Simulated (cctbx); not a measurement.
**Resonant diffraction in LuBeB**

Space group P4_2/mmc (no. 131), a = 3.3950 Å, b = 3.3950 Å, c = 6.6340 Å, α = 90.00°, β = 90.00°, γ = 90.00°.

| atom | mult. | x | y | z | Ueq (Å²) |
| --- | --- | --- | --- | --- | --- |
| Lu1 | 2 | 0 | 0 | 1/4 | 0.0044 |
| B1 | 2 | 0 | 1/2 | 0 | 0.0093 |
| Be1 | 2 | 1/2 | 1/2 | 1/2 | 0.0064 |

The model is made up (kin elements in a known structure type, no relaxation), so it says nothing on whether the phase exists.

Calculated with cctbx: free-atom f′ and f″ from the Sasaki tables, no fine structure; amplitudes in electrons.

```
E (eV)  F 1 2 0  F 1 1 2  F 2 1 1  F 0 1 0
  8644     79.4     94.2      3.4    104.5
  8994     75.8     90.5      3.4    100.8
  9124     72.8     87.5      3.4     97.7
  9184     70.1     84.7      3.4     94.9
  9214     67.4     81.9      3.4     92.1
  9229     64.6     79.1      3.4     89.2
  9236     62.2     76.7      3.4     86.7
  9240     59.7     74.1      3.4     84.1
  9248     61.2     75.1      3.4     84.9
  9252     64.4     78.4      3.4     88.2
  9259     67.0     81.1      3.4     91.0
  9274     69.9     84.1      3.4     94.0
  9304     72.7     87.0      3.4     97.0
  9394     76.3     90.7      3.4    100.8
  9644     79.6     94.2      3.4    104.4
```

**Question.** Which edge is crossed, and why do the reflections move as they do?

The L3 edge of Lu. The edge is at 9244 eV. f′ of Lu falls from -12.0 e at 9124 eV to -18.9 e at 4 eV below it, and f″ steps from 3.76 to 10.53 e across it. Over that approach |F| changes by -18 % (1 2 0), -15 % (1 1 2), +0 % (2 1 1) and -14 % (0 1 0): a reflection falls where Lu scatters in phase with the total and rises where it scatters against it; it hardly moves where the Lu term is small or cancels by symmetry. Above the edge the larger f″ enters the imaginary part, where it can add to or cancel the other atoms' f″. The structure is centrosymmetric, so Friedel mates stay equal.

[Logs are printed without paths, hosts, clocks, repeated set-up lines and the standing remarks that a program may print on its own settings, such as how far it seeks lower states.]
